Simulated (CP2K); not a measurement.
Two runs for the C K edge of ethyl formate. Run A: CP2K XAS_TDP, all-electron GAPW, PBEh(45%), aug-cc-pVDZ, TDA, no relativity. Run B differs in one setting.

First lines with a strength over 0.0015. A:

| atom | energy (eV) | states | strength, one atom |
| --- | --- | --- | --- |
| C1 (bonded to C and 3 H) | 283.81 | 1 | 0.0062 |
|  | 284.58 | 1 | 0.0207 |
|  | 284.61 | 1 | 0.0191 |
|  | 284.97 | 1 | 0.0019 |
|  | 285.62 | 1 | 0.0032 |
| C2 (bonded to C, O and 2 H) | 285.27 | 1 | 0.0559 |
|  | 285.66 | 1 | 0.0096 |
|  | 285.75 | 1 | 0.0052 |
|  | 286.37 | 1 | 0.0174 |
|  | 287.62 | 1 | 0.0063 |
| C4 (bonded to 2 O and H) | 283.29 | 1 | 0.0744 |
|  | 287.74 | 1 | 0.0165 |
|  | 288.98 | 1 | 0.0026 |
|  | 289.04 | 1 | 0.0020 |
|  | 289.22 | 1 | 0.0025 |

B:

| atom | energy (eV) | states | strength, one atom |
| --- | --- | --- | --- |
| C1 (bonded to C and 3 H) | 277.36 | 1 | 0.0033 |
|  | 278.12 | 1 | 0.0065 |
|  | 278.17 | 1 | 0.0085 |
|  | 278.73 | 1 | 0.0040 |
|  | 279.20 | 1 | 0.0031 |
| C2 (bonded to C, O and 2 H) | 279.02 | 1 | 0.0050 |
|  | 279.78 | 1 | 0.0216 |
|  | 279.80 | 1 | 0.0080 |
|  | 279.81 | 1 | 0.0052 |
|  | 279.96 | 1 | 0.0061 |
| C4 (bonded to 2 O and H) | 278.33 | 1 | 0.0612 |
|  | 281.09 | 1 | 0.0051 |
|  | 281.44 | 1 | 0.0034 |
|  | 281.92 | 1 | 0.0019 |
|  | 282.78 | 1 | 0.0022 |

Question: Which was it: GW2X switched on, the functional, the basis, scalar relativity switched on?

The functional (functional from PBEh(45%) to PBE0; the lines alone don't name the new value). A functional moves all lines by electronvolts and changes their spacings and strengths. Against PBEh(45%) in aug-cc-pVDZ, the leading line moves by -4.96 eV, to 278.33 eV; the strength of C4's goes from 0.0744 to 0.0612. For C1 and C2 the rule picks another line of the list in the two runs, so no shift is given. The next line of C4 over the strength cut lies 2.76 eV higher, against 4.45.

[Hosts, paths, dates, database ids (printed as entryN), source tags and the programs' standing remarks are cut or masked in the printed files.]
